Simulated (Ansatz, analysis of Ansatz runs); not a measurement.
# Migration in Li5NbO5 (C2/m): H transfer from O to O, charge +1, part 2 of 2

How high is the barrier when H changes place in Li5NbO5 (C2/m)? The case: H transfer from O to O, charge +1, in a cell of 176 host atoms with 1 H put in.

Ansatz 0.2.0; plane-wave PAW DFT, PBEsol; nudged elastic band between two relaxed defect structures at fixed charge in a uniform background.

So far: Starting point; Relaxation of the start point, charge +1; Relaxation of the end point, charge +1.

### Step 4. Nudged elastic band, charge +1

3 movable images are laid between the ends on a pair-potential path, which keeps atoms from colliding in the first guess. Each image feels the true force across the path and a spring force along it. The highest image is set to climb to the top of the path.

This step: plane-wave PAW DFT, PBEsol; nudged elastic band between two relaxed defect structures at fixed charge in a uniform background.

qp1_c176k1s.neb/input.yaml

```yaml
crystal:
  lattice:
    - [19.29708755, 0.0, 0.01338558]
    - [9.64854378, 8.01591864, 0.00669279]
    - [-3.7205883, 0.0, 10.93780668]
  atoms:
    - { symbol: Li, position: [0.10309292, 0.50036217, 0.16907208] }
    - { symbol: Li, position: [0.23122946, 0.74918435, 0.17106822] }
    - { symbol: Li, position: [0.35534431, 0.00023056, 0.17125174] }
    - { symbol: Li, position: [0.47958617, 0.25239761, 0.17093178] }
    - { symbol: Li, position: [0.09575948, 0.50043576, 0.42874743] }
    - { symbol: Li, position: [0.222193, 0.74712205, 0.43161885] }
    - { symbol: Li, position: [0.34664088, 0.00235104, 0.4284994] }
    - { symbol: Li, position: [0.46929688, 0.25288852, 0.43164893] }
    - { symbol: Li, position: [0.00062072, -0.00171866, 0.24998032] }
    - { symbol: Li, position: [0.12523704, 0.24934066, 0.24881878] }
    - { symbol: Li, position: [0.24382625, 0.50034493, 0.248294] }
    - { symbol: Li, position: [0.37711386, 0.7472405, 0.24994772] }
    - { symbol: Li, position: [0.02843119, 0.75124066, 0.06809248] }
    - { symbol: Li, position: [0.15530118, -0.00090056, 0.06895757] }
    - { symbol: Li, position: [0.27873943, 0.25068403, 0.06806419] }
    - { symbol: Li, position: [0.40344191, 0.50023828, 0.06795282] }
    - { symbol: Li, position: [0.01925852, 0.74963068, 0.32719812] }
    - { symbol: Li, position: [0.14138412, 0.0037278, 0.32698579] }
    - { symbol: Li, position: [0.2688755, 0.25041633, 0.32718912] }
    - { symbol: Li, position: [0.38027373, 0.50016088, 0.31506685] }
    - { symbol: Nb, position: [-0.00144237, 0.0029354, 0.00034165] }
    - { symbol: Nb, position: [0.12532007, 0.24865943, -0.00010087] }
    - { symbol: Nb, position: [0.24602134, 0.50338978, -0.0031866] }
    - { symbol: Nb, position: [0.37558665, 0.7488112, 0.00071981] }
    - { symbol: O, position: [0.05167391, 0.2499041, 0.08701667] }
    - { symbol: O, position: [0.17458298, 0.50048583, 0.0845892] }
    - { symbol: O, position: [0.30198125, 0.74923931, 0.08712242] }
    - { symbol: O, position: [0.42675979, 0.00022315, 0.08707682] }
    - { symbol: O, position: [0.04538584, 0.2511532, 0.34124686] }
    - { symbol: O, position: [0.16962412, 0.50037509, 0.34036306] }
    - { symbol: O, position: [0.30764738, 0.732195, 0.34358096] }
    - { symbol: O, position: [0.42141424, 0.00081581, 0.34098682] }
    - { symbol: O, position: [-0.0002428, 0.50030872, -1.398e-05] }
    - { symbol: O, position: [0.1225237, 0.75096886, -0.00317493] }
    - { symbol: O, position: [0.24977935, -0.00043544, 0.0001253] }
    - { symbol: O, position: [0.37252738, 0.25094929, -0.00314827] }
    - { symbol: O, position: [0.08101132, -0.00375426, 0.16004058] }
    - { symbol: O, position: [0.2035534, 0.24977139, 0.15912181] }
    - { symbol: O, position: [0.32555666, 0.50024447, 0.15528905] }
    - { symbol: O, position: [0.45359662, 0.75028494, 0.16001116] }
    - { symbol: O, position: [0.0751701, -0.00241089, 0.41370939] }
    - { symbol: O, position: [0.19817323, 0.24895535, 0.41297848] }
    - { symbol: O, position: [0.3207696, 0.50035356, 0.41179554] }
    - { symbol: O, position: [0.44684244, 0.75376138, 0.41464124] }
    - { symbol: Li, position: [0.10541774, 0.50041197, 0.67210708] }
    - { symbol: Li, position: [0.23097107, 0.74918728, 0.67239636] }
    - { symbol: Li, position: [0.35720647, 0.0032289, 0.67566766] }
    - { symbol: Li, position: [0.48002502, 0.25107413, 0.67241117] }
    - { symbol: Li, position: [0.09325687, 0.50031593, 0.93009574] }
    - { symbol: Li, position: [0.219691, 0.75045205, 0.93053715] }
    - { symbol: Li, position: [0.34551214, -0.00085546, 0.93135389] }
    - { symbol: Li, position: [0.46916084, 0.25153582, 0.93049963] }
    - { symbol: Li, position: [0.00088626, 0.0005869, 0.7507626] }
    - { symbol: Li, position: [0.1253384, 0.24841444, 0.75088392] }
    - { symbol: Li, position: [0.24927666, 0.50036803, 0.74930864] }
    - { symbol: Li, position: [0.37558588, 0.7469562, 0.75273436] }
    - { symbol: Li, position: [0.02927726, 0.75087611, 0.56877125] }
    - { symbol: Li, position: [0.15217556, 0.00211962, 0.57075647] }
    - { symbol: Li, position: [0.28022701, 0.24897386, 0.56874485] }
    - { symbol: Li, position: [0.4025412, 0.50030164, 0.56901432] }
    - { symbol: Li, position: [0.01857926, 0.75169551, 0.82950904] }
    - { symbol: Li, position: [0.14520892, -0.00056105, 0.82967191] }
    - { symbol: Li, position: [0.26945621, 0.2499958, 0.8295553] }
    - { symbol: Li, position: [0.39376202, 0.50027688, 0.82864461] }
    - { symbol: Nb, position: [0.00185417, -0.00275785, 0.50023055] }
    - { symbol: Nb, position: [0.12145757, 0.25654069, 0.49975922] }
    - { symbol: Nb, position: [0.24983581, 0.49796342, 0.50048832] }
    - { symbol: Nb, position: [0.36690851, 0.76922877, 0.50302563] }
    - { symbol: O, position: [0.05161318, 0.2506775, 0.5868901] }
    - { symbol: O, position: [0.17531979, 0.50035483, 0.58618727] }
    - { symbol: O, position: [0.30447512, 0.7467715, 0.58714088] }
    - { symbol: O, position: [0.42720051, -5.786e-05, 0.58701799] }
    - { symbol: O, position: [0.04598446, 0.24991891, 0.84082227] }
    - { symbol: O, position: [0.16890978, 0.50032524, 0.83823758] }
    - { symbol: O, position: [0.29675214, 0.74915665, 0.84084466] }
    - { symbol: O, position: [0.42255183, -0.00233448, 0.84105932] }
    - { symbol: O, position: [0.00083313, 0.50039529, 0.50144485] }
    - { symbol: O, position: [0.12468124, 0.74956164, 0.50068474] }
    - { symbol: O, position: [0.24504943, 0.00401584, 0.49692212] }
    - { symbol: O, position: [0.37429416, 0.25028517, 0.50070214] }
    - { symbol: O, position: [0.07971816, -0.00061536, 0.65932978] }
    - { symbol: O, position: [0.20504941, 0.24664127, 0.65806567] }
    - { symbol: O, position: [0.32791177, 0.50043328, 0.65854236] }
    - { symbol: O, position: [0.45492696, 0.74749772, 0.65893182] }
    - { symbol: O, position: [0.07339132, -0.00017517, 0.91365195] }
    - { symbol: O, position: [0.19810716, 0.24908449, 0.91267942] }
    - { symbol: O, position: [0.32162788, 0.50048442, 0.91164882] }
    - { symbol: O, position: [0.44827166, 0.74990794, 0.91367452] }
    - { symbol: Li, position: [0.60546347, 0.50037895, 0.17186005] }
    - { symbol: Li, position: [0.72928352, 0.75115967, 0.17018683] }
    - { symbol: Li, position: [0.8551864, 0.00055796, 0.1712673] }
    - { symbol: Li, position: [0.97949741, 0.25075489, 0.17021287] }
    - { symbol: Li, position: [0.59974603, 0.50051562, 0.43404006] }
    - { symbol: Li, position: [0.7199041, 0.75009546, 0.43133351] }
    - { symbol: Li, position: [0.84857958, -0.00152301, 0.42850067] }
    - { symbol: Li, position: [0.9700242, 0.24986024, 0.43130217] }
    - { symbol: Li, position: [0.49851957, 0.00246199, 0.24997832] }
    - { symbol: Li, position: [0.62377867, 0.25383114, 0.24994325] }
    - { symbol: Li, position: [0.74949694, 0.50039703, 0.25022196] }
    - { symbol: Li, position: [0.8740251, 0.7517672, 0.24880531] }
    - { symbol: Li, position: [0.52947031, 0.75088411, 0.06987369] }
    - { symbol: Li, position: [0.65414765, 0.00141794, 0.06892666] }
    - { symbol: Li, position: [0.77943054, 0.25098677, 0.06986652] }
    - { symbol: Li, position: [0.90490304, 0.50027989, 0.06924291] }
    - { symbol: Li, position: [0.51967974, 0.75024244, 0.32821666] }
    - { symbol: Li, position: [0.64471534, -0.00294588, 0.32699517] }
    - { symbol: Li, position: [0.76988319, 0.24981165, 0.32819734] }
    - { symbol: Li, position: [0.89248239, 0.50038402, 0.3258893] }
    - { symbol: Nb, position: [0.49813412, 0.00372196, 0.00027491] }
    - { symbol: Nb, position: [0.62511032, 0.24978462, 0.00072004] }
    - { symbol: Nb, position: [0.74882191, 0.50332731, 0.00108835] }
    - { symbol: Nb, position: [0.8746794, 0.74993608, -0.00010498] }
    - { symbol: O, position: [0.55068729, 0.25183407, 0.08709699] }
    - { symbol: O, position: [0.67687183, 0.50045574, 0.08768683] }
    - { symbol: O, position: [0.80099389, 0.75124314, 0.08700349] }
    - { symbol: O, position: [0.92656682, 0.00060115, 0.08707736] }
    - { symbol: O, position: [0.53950534, 0.26847027, 0.3435886] }
    - { symbol: O, position: [0.67134318, 0.50046194, 0.34218463] }
    - { symbol: O, position: [0.79614683, 0.74962283, 0.34126174] }
    - { symbol: O, position: [0.92179758, 5.534e-05, 0.34099772] }
    - { symbol: O, position: [0.50008383, 0.50031024, 0.00081501] }
    - { symbol: O, position: [0.62534145, 0.75124865, 0.00209347] }
    - { symbol: O, position: [0.749037, 0.00103593, 0.00010473] }
    - { symbol: O, position: [0.87563711, 0.25068128, 0.00215401] }
    - { symbol: O, position: [0.57682634, 0.00461593, 0.16003731] }
    - { symbol: O, position: [0.70335018, 0.25079527, 0.15999739] }
    - { symbol: O, position: [0.82889485, 0.50043588, 0.15992558] }
    - { symbol: O, position: [0.95277226, 0.75130698, 0.15912785] }
    - { symbol: O, position: [0.57236877, 0.00316609, 0.41373126] }
    - { symbol: O, position: [0.70029446, 0.24686374, 0.41460698] }
    - { symbol: O, position: [0.8236071, 0.50040329, 0.41375173] }
    - { symbol: O, position: [0.94681179, 0.75168497, 0.41297594] }
    - { symbol: Li, position: [0.60880624, 0.50048018, 0.67472155] }
    - { symbol: Li, position: [0.73036692, 0.75039403, 0.67259254] }
    - { symbol: Li, position: [0.85999476, -0.00233167, 0.67565638] }
    - { symbol: Li, position: [0.98066113, 0.24983, 0.67259271] }
    - { symbol: Li, position: [0.59534069, 0.50033094, 0.93241468] }
    - { symbol: Li, position: [0.71949269, 0.75139368, 0.93146227] }
    - { symbol: Li, position: [0.84432588, 0.00153176, 0.93134143] }
    - { symbol: Li, position: [0.96988633, 0.25061297, 0.93147751] }
    - { symbol: Li, position: [0.50109303, 0.00018581, 0.75073937] }
    - { symbol: Li, position: [0.62197656, 0.25415876, 0.75272811] }
    - { symbol: Li, position: [0.75138008, 0.50040137, 0.75136056] }
    - { symbol: Li, position: [0.87319133, 0.75270127, 0.75087635] }
    - { symbol: Li, position: [0.5311465, 0.75025945, 0.56909107] }
    - { symbol: Li, position: [0.65390019, -0.00130643, 0.57078] }
    - { symbol: Li, position: [0.78149965, 0.24956991, 0.56907006] }
    - { symbol: Li, position: [0.90347256, 0.50040539, 0.57148672] }
    - { symbol: Li, position: [0.52017071, 0.74961032, 0.83057692] }
    - { symbol: Li, position: [0.64439264, 0.00110606, 0.82968732] }
    - { symbol: Li, position: [0.76894773, 0.25200025, 0.83050441] }
    - { symbol: Li, position: [0.89497063, 0.50027666, 0.82991284] }
    - { symbol: Nb, position: [0.50115375, -0.00134414, 0.50023562] }
    - { symbol: Nb, position: [0.63574851, 0.23160597, 0.50302162] }
    - { symbol: Nb, position: [0.75219784, 0.49791809, 0.50073741] }
    - { symbol: Nb, position: [0.87754586, 0.74437676, 0.49976409] }
    - { symbol: O, position: [0.55094885, 0.25381962, 0.58713659] }
    - { symbol: O, position: [0.67804794, 0.50035913, 0.58837585] }
    - { symbol: O, position: [0.80197181, 0.7499563, 0.58689429] }
    - { symbol: O, position: [0.92683553, 0.00068531, 0.58702534] }
    - { symbol: O, position: [0.54541603, 0.25182917, 0.84085337] }
    - { symbol: O, position: [0.67158944, 0.50038129, 0.84189083] }
    - { symbol: O, position: [0.79540485, 0.75105264, 0.84082328] }
    - { symbol: O, position: [0.91982828, 0.00312317, 0.84106776] }
    - { symbol: O, position: [0.50600581, 0.5003717, 0.49884253] }
    - { symbol: O, position: [0.62574134, 0.75038706, 0.50036903] }
    - { symbol: O, position: [0.74872759, -0.00323792, 0.49697128] }
    - { symbol: O, position: [0.87616776, 0.24955257, 0.50037463] }
    - { symbol: O, position: [0.57861441, 0.00156273, 0.65934068] }
    - { symbol: O, position: [0.70200939, 0.25333177, 0.65894815] }
    - { symbol: O, position: [0.82944393, 0.50048001, 0.65980308] }
    - { symbol: O, position: [0.95128477, 0.75418339, 0.65808734] }
    - { symbol: O, position: [0.57273676, 0.00113242, 0.91364001] }
    - { symbol: O, position: [0.69758164, 0.25128775, 0.91367287] }
    - { symbol: O, position: [0.82327231, 0.5004647, 0.91394548] }
    - { symbol: O, position: [0.94657298, 0.75213024, 0.91267332] }
    - { symbol: H, position: [0.4811017, 0.50056624, 0.41023728] }
total_charge: 1
basis:
  ecutwfc: 420
  xc_grid: 2
hamiltonian:
  xc: pbesol
kpoints:
  mp_grid: { grid: [1, 1, 1], shift: [0.25, 0.25, 0.25] }
scf:
  occupations: { method: fixed }
  max_iter: 120
output:
  forces: true
neb:
  images: 3
  f_tol: 0.04
  climbing: true
  initial_path: idpp
  max_iterations: 45
  order_check: false
  final_atoms:
    - { symbol: Li, position: [0.10475239, 0.50058735, 0.17155359] }
    - { symbol: Li, position: [0.21096176, 0.75098053, 0.15091067] }
[... 3 atom lines left out ...]
    - { symbol: Li, position: [0.21638772, 0.75066844, 0.43018588] }
[... 5 atom lines left out ...]
    - { symbol: Li, position: [0.39493805, 0.75187308, 0.24525848] }
[... 7 atom lines left out ...]
    - { symbol: Li, position: [0.39381665, 0.49621332, 0.32746175] }
[... 10 atom lines left out ...]
    - { symbol: O, position: [0.28944929, 0.75077243, 0.33580849] }
[... 11 atom lines left out ...]
    - { symbol: O, position: [0.32253207, 0.50032142, 0.41324167] }
    - { symbol: O, position: [0.44651981, 0.75089717, 0.41189538] }
[... 15 atom lines left out ...]
    - { symbol: Li, position: [0.40408647, 0.50040748, 0.56805521] }
[... 7 atom lines left out ...]
    - { symbol: Nb, position: [0.38094115, 0.75022678, 0.51194723] }
[... 2 atom lines left out ...]
    - { symbol: O, position: [0.30154102, 0.75100937, 0.58445419] }
[... 21 atom lines left out ...]
    - { symbol: Li, position: [0.59614294, 0.49911569, 0.43117095] }
[... 71 atom lines left out ...]
    - { symbol: O, position: [0.49785177, 0.50444402, 0.49980065] }
[... 11 atom lines left out ...]
    - { symbol: H, position: [0.30198105, 0.74971538, 0.25852179] }
```

Started as:

```
ansatz run input.yaml --threads 32 --pin off --max-ram 84787MiB --backend cuda --events-out ev --progress --plain --runs-dir out --max-vram 78GiB
```

Run time: 35 s. Hardware: 1 × NVIDIA GB200 with 32 threads of Arm Neoverse V2, shared host; peak memory 3.5 GiB.

Images along the path:

| image | path (Å) | energy (eV) | H177: x, y, z (Å) |
| --- | --- | --- | --- |
| 0 | 0.000 | 0.0000 | 12.587, 4.012, 4.497 |
| 1 | 0.882 | 0.1300 | 12.257, 4.604, 4.432 |
| 2 | 1.778 | -0.2730 | 12.121, 5.053, 3.850 |
| 3 | 2.671 | -0.4600 | 11.976, 5.353, 3.147 |
| 4 | 3.563 | -0.5840 | 12.099, 6.010, 2.837 |

Numbers from this step:

```yaml
free_energy: -133259.8311 eV
barrier_forward: 0.1297 eV
barrier_backward: 0.7142 eV
end_less_start: -0.5844 eV
hop_length: 2.643 Å
```

Track of the atom that was set to move:

| image | x (Å) | y (Å) | z (Å) | nearest neighbour | distance (Å) |
| --- | --- | --- | --- | --- | --- |
| 0 | 12.59 | 4.012 | 4.497 | O | 0.981 |
| 1 | 12.26 | 4.604 | 4.432 | O | 1.162 |
| 2 | 12.12 | 5.053 | 3.85 | O | 0.986 |
| 3 | 11.98 | 5.353 | 3.147 | O | 0.974 |
| 4 | 12.1 | 6.01 | 2.837 | O | 0.992 |

The band met its tolerance of 0.04 eV/Å after 14 iterations, with image 1 on top (the start counts as 0). H177, which moves farthest between the ends, has 1 O at 0.98 Å nearest at the start and 2 O at 1.16 to 1.30 Å at the top.

### Step 5. Outcome

```json
{"barrier forward": "0.13 eV", "barrier backward": "0.71 eV", "end less start": "-0.58 eV", "hop length": "2.64 Å", "band iterations, as the log counts them": "14"}
```

The top of the band lies 0.13 eV above the start and 0.71 eV above the end. The ends differ by 0.58 eV, so they aren't like places or like states; the smaller barrier is only the way out of the higher one. For hydrogen, zero-point energy and tunnelling change the rate much, so no rate follows from this barrier alone. The order of the top as a saddle was not checked for all atoms, so a bent path could be lower. No image-charge correction is applied; it largely cancels along a path if the charge stays localised alike. What this leaves open: one k-point off the zone centre stands for the whole zone.

[Logs are printed without paths, hosts, clocks, repeated set-up lines and the standing remarks that a program may print on its own settings, such as how far it seeks lower states.]

[Hosts, paths, dates, database ids (printed as entryN), source tags and the programs' standing remarks are cut or masked in the printed files.]
